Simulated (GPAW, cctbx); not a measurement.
# Bonding in CrW3 as X-rays see it

Aim: compute the bonding part of the density of CrW3, find which reflections carry it, and see how it biases an ordinary refinement.

The cell comes from substitution in a known structure type and wasn't matched to any measured phase. All numbers below are calculated.

## Step 1: Relax the structure

The density hangs on the geometry, so cell and atoms are relaxed first, with the symmetry held. The cutoff is set higher than for the density because stress converges slowly with plane waves.

Settings: GPAW 26.7.0, PBE, 570 eV, 4×4×4 k-points, Fermi–Dirac width 0.1 eV, spin-polarised, BFGS to 0.03 eV/Å.

```text
cell
1.0
     5.278000000    0.000000000    0.000000000
     0.000000000    5.278000000    0.000000000
     0.000000000    0.000000000    5.278000000
W Cr
6 2
Direct
0.000000000 0.500000000 0.250000000
0.000000000 0.500000000 0.750000000
0.500000000 0.250000000 0.000000000
0.750000000 0.000000000 0.500000000
0.500000000 0.750000000 0.000000000
0.250000000 0.000000000 0.500000000
0.500000000 0.500000000 0.500000000
0.000000000 0.000000000 0.000000000
```

```console
$ OMP_NUM_THREADS=1 mpirun -n 4 gpaw python run.py > gpaw.log
```

```text
BFGS:    0      -84.147110        4.109020
BFGS:    1      -84.835930        3.729402
BFGS:    2      -86.273420        2.649867
BFGS:    3      -87.186736        1.399318
BFGS:    4      -87.497187        0.034187
BFGS:    5      -87.497378        0.001125
cell  4.9550 4.9550 4.9550  90.00 90.00 90.00
volume 121.659 A^3, largest force 0.000 eV/A, largest stress 0.01 GPa
```

The cell moved far, while the k-mesh and basis were chosen for the start, so the final shape may be somewhat biased.

After 5 steps the volume has changed by -17.3 % and the energy by -3.350 eV; the largest stress left is 0.01 GPa. It took 4.8 min on 4 cores of Arm Neoverse V2 (shared host), peak memory 1.3 GiB.

Relaxed structure: Pm-3n (no. 223), a = 4.9550 Å, b = 4.9550 Å, c = 4.9550 Å, α = 90.00°, β = 90.00°, γ = 90.00°.

```csv
atom,mult.,x,y,z
W1,6,0,1/2,1/4
Cr1,2,1/2,1/2,1/2
```

## Step 2: The all-electron density

X-rays see the whole electron density, so the PAW density is rebuilt with its core regions. Subtracting spherical free atoms from the same code cancels the cores and leaves the deformation density Δρ, the part due to bonding.

Settings: PBE, 450 eV, 5×5×5 k-points, Fermi–Dirac width 0.1 eV, spin-polarised; primitive cell of 8 atoms.

```console
$ OMP_NUM_THREADS=1 mpirun -n 4 gpaw python run.py > gpaw.log
```

```text
|iter:   1|       0s |  -90.730015 | +0.06 |       |  +5.9713|
|iter:   2|       1s |  -88.341301 | -1.38 | -0.84 |  +5.7636|
|iter:   3|       3s |  -87.671720 | -1.96 | -0.98 |  +5.3750|
...
|iter:  17|      28s |  -87.352073c| -6.64 | -4.15c|  +0.0016|
|iter:  18|      30s |  -87.352083c| -6.96 | -4.46c|  +0.0007|
|iter:  19|      32s |  -87.352080c| -7.55c| -4.60c|  +0.0000|
```

```text
grid (50, 50, 50)  electrons 492.000  moved by bonding 2.827 e
deformation density beyond 0.5 A of the nuclei: max 0.132, min -0.365 e/A^3
atom        x       y       z   Voronoi charge  moment
W 1    0.0000  0.5000  0.2500      0.028      -0.00
W 2    0.0000  0.5000  0.7500      0.028      -0.00
W 3    0.5000  0.2500  0.0000      0.028      -0.00
W 4    0.7500  0.0000  0.5000      0.028      -0.00
W 5    0.5000  0.7500  0.0000      0.028      -0.00
W 6    0.2500  0.0000  0.5000      0.028      -0.00
Cr7    0.5000  0.5000  0.5000     -0.085       0.00
Cr8    0.0000  0.0000  0.0000     -0.085       0.00
mean inner potential of superposed free atoms 34.577 V
total magnetic moment 0.000 muB
```

Deformation density in a plane through the shortest contact of the W atom at the origin, in 0.01 e/Å³ (clipped at ±99); x from -1.6 to 4.1 Å, y from 2.4 down to -2.4 Å:

```text
  .   .   .   0   6   7   8  12  12   8   7   6   0   .   .   .
-17   9 -17  -2   5   6   6   6   6   6   6   5  -2 -17   9 -17
  0   2   0   3   5   5   4   4   4   4   5   5   3   0   2   0
  6   7   5   3   1   1   2   4   4   2   1   1   3   5   7   6
  3   7   2  -6  -2  -6  -5   3   3  -5  -6  -2  -6   2   7   3
  4   9   3  -9   .  -3  -2   6   6  -2  -3   .  -9   3   9   4
 12  13  12   0   .   .  11  12  12  11   .   .   0  12  13  12
  4   9   3  -9   .  -3  -2   6   6  -2  -3   .  -9   3   9   4
  3   7   2  -6  -2  -6  -5   3   3  -5  -6  -2  -6   2   7   3
  6   7   5   3   1   1   2   4   4   2   1   1   3   5   7   6
  0   2   0   3   5   5   4   4   4   4   5   5   3   0   2   0
-17   9 -17  -2   5   6   6   6   6   6   6   5  -2 -17   9 -17
  .   .   .   0   6   7   8  12  12   8   7   6   0   .   .   .
```

Atoms in or within 0.15 Å of the plane: W (0.0, 0.0), W (2.5, 0.0) Å. Dots mark points within about 0.45 Å of a nucleus; large values next to them are atomic features.

Cr gains most (-0.09 e) and W loses most (+0.03 e), which isn't the order of electronegativity: valence and coordination count too, and Voronoi cells cut space at the midplane whatever the atoms' sizes. Along the shortest contact from the W atom at the map's origin, W–W at 2.48 Å, Δρ is +0.13 e/Å³ at the midpoint: a bond charge, the mark of covalency. At the midpoints of other shortest contacts it is +0.04 (W–Cr, 2.77 Å) e/Å³. Point values carry grid noise of about 0.01 e/Å³. The moments given at the start die out. The run needed 19 iterations, 43 s.

## Step 3: Structure factors

The Fourier components of Δρ, added to those of the free atoms, give the static X-ray structure factors; the Mott–Bethe relation turns them into the Fourier components V of the potential that fast electrons feel.

```text
static structure factors of the conventional cell: F in electrons, V (Mott-Bethe) in volts
   h  k  l      d  |F| table  |F| free   |F| DFT   change   |V| free  |V| DFT  change %
   0  1  1  3.5037    92.823    92.953    93.156    0.203     3.259    3.166     -2.9
   0  2  0  2.4775   161.123   160.757   160.401   -0.355     8.150    8.232      1.0
   0  2  1  2.2159   242.696   242.314   241.748   -0.566     9.932   10.037      1.1
   1  2  1  2.0229   151.660   151.263   150.218   -1.045     6.897    7.058      2.3
   0  2  2  1.7519    82.291    82.136    82.221    0.086     2.066    2.056     -0.5
   0  3  1  1.5669    79.839    79.659    80.087    0.428     1.882    1.842     -2.1
   2  2  2  1.4304   286.900   286.401   286.621    0.220     8.449    8.432     -0.2
   0  3  2  1.3743   205.668   205.387   205.638    0.250     6.448    6.430     -0.3
   1  3  2  1.3243   126.684   126.590   126.507   -0.084     4.586    4.592      0.1
   0  4  0  1.2388   318.138   317.947   318.725    0.778    10.063   10.018     -0.4
   0  4  1  1.2018     0.000     0.000     0.009    0.009     0.000    0.000        -
   0  3  3  1.1679    71.915    71.813    71.935    0.122     1.449    1.442     -0.4
   1  4  1  1.1679    71.915    71.813    71.955    0.142     1.449    1.441     -0.5
   0  4  2  1.1080   114.672   114.691   114.805    0.113     3.761    3.755     -0.1
```

The largest X-ray change is -1.04 e on 121, 0.7 % of |F|. For electrons V goes as (Z − F)/g², so a change of F counts against Z − F, which is small at low angle and wherever the atoms' terms cancel: |V| of 011 moves by -2.9 % (3.26 to 3.17 V) against +0.2 % in |F|. The tabulated Hartree–Fock atoms differ from the free DFT atoms by up to 0.50 e, so the choice of reference atom matters too.

## Step 4: Convergence

Cutoff and k-mesh: one is changed at a time, to find what the result needs.

```csv
run,ΔF 121 (e),ΔF 040 (e),ΔF 021 (e),q(Cr) (e),moved (e),time
450 eV 5×5×5,-1.045,+0.778,-0.566,-0.085,2.827,43 s
250 eV 5×5×5,-1.055,+0.819,-0.582,-0.065,2.836,23 s
350 eV 5×5×5,-1.049,+0.781,-0.570,-0.065,2.808,43 s
750 eV 5×5×5,-1.044,+0.775,-0.569,-0.067,2.772,76 s
450 eV 2×2×2,-0.999,+0.450,-0.607,-0.088,2.692,26 s
450 eV 3×3×3,-1.049,+0.872,-0.564,-0.086,2.888,26 s
```

Within 0.02 e of the base on all three: 350 eV 5×5×5 and 750 eV 5×5×5. The largest error, 0.328 e, comes with 450 eV 2×2×2. Times are from shared hosts.

## Step 5: Refining ordinary atoms against data with bonding

Routine crystallography fits spherical atoms. To see the bias, intensities are simulated from tabulated atoms plus the DFT change ΔF, so that bonding alone can misfit (3508 reflections of the full sphere, merged to the counts below, to 0.5 Å, 0.5 % proportional noise plus counting noise, assumed isotropic U as listed, Δρ smeared by the mean U) and refined with cctbx over different ranges.

```
                    range  data      R1  GooF  U W1 (true 0.0024)  U Cr1 (true 0.0036)  largest shift (Å)  Δρ max, min (e/Å³)
                 all data   108  0.0018  1.34              0.0024               0.0036             0.0000         0.34, -0.41
 low resolution, d > 0.84    26  0.0020  1.89              0.0023               0.0039             0.0000         0.18, -0.17
     high order, d < 0.75    72  0.0014  0.99              0.0024               0.0036             0.0000         0.21, -0.16
occupancies free, d > 0.7    45  0.0019  1.51              0.0024               0.0032             0.0000         0.24, -0.21
```

With all data GooF is 1.34, so the misfit of spherical atoms stands above the noise; the top residual peak lies 1.24 Å from W and 1.24 Å from W, between them. No U is off by more than 3 s.u. at low resolution. Symmetry fixes every coordinate, so the shifts are zero by construction. With W1 held at 1 and the scale free, the other occupancies refine to Cr1 0.986(0.004), on sites that are all full: they absorb part of the misfit, and only ratios to the fixed site mean anything.

## Step 6: Answer

Bonding moves 2.83 e in the primitive cell of CrW3 and changes the structure factors of the conventional cell in the table above by at most 1.04 e (121, 0.7 %). The shortest bond, W–W, has Δρ = +0.13 e/Å³ at its midpoint, a covalent bond charge. Within 0.02 e of the base on all three: 350 eV 5×5×5 and 750 eV 5×5×5. The largest error, 0.328 e, comes with 450 eV 2×2×2. With all data GooF is 1.34, so the misfit of spherical atoms stands above the noise. Limits: static density, frozen cores, no spin–orbit coupling.

[Outputs are excerpts: Python notices, other lines and further rows are left out; steps that failed or that the build refused (PBEsol, TPSS) are not shown.]

[Logs are printed without paths, hosts, clocks, repeated set-up lines and the standing remarks that a program may print on its own settings, such as how far it seeks lower states.]
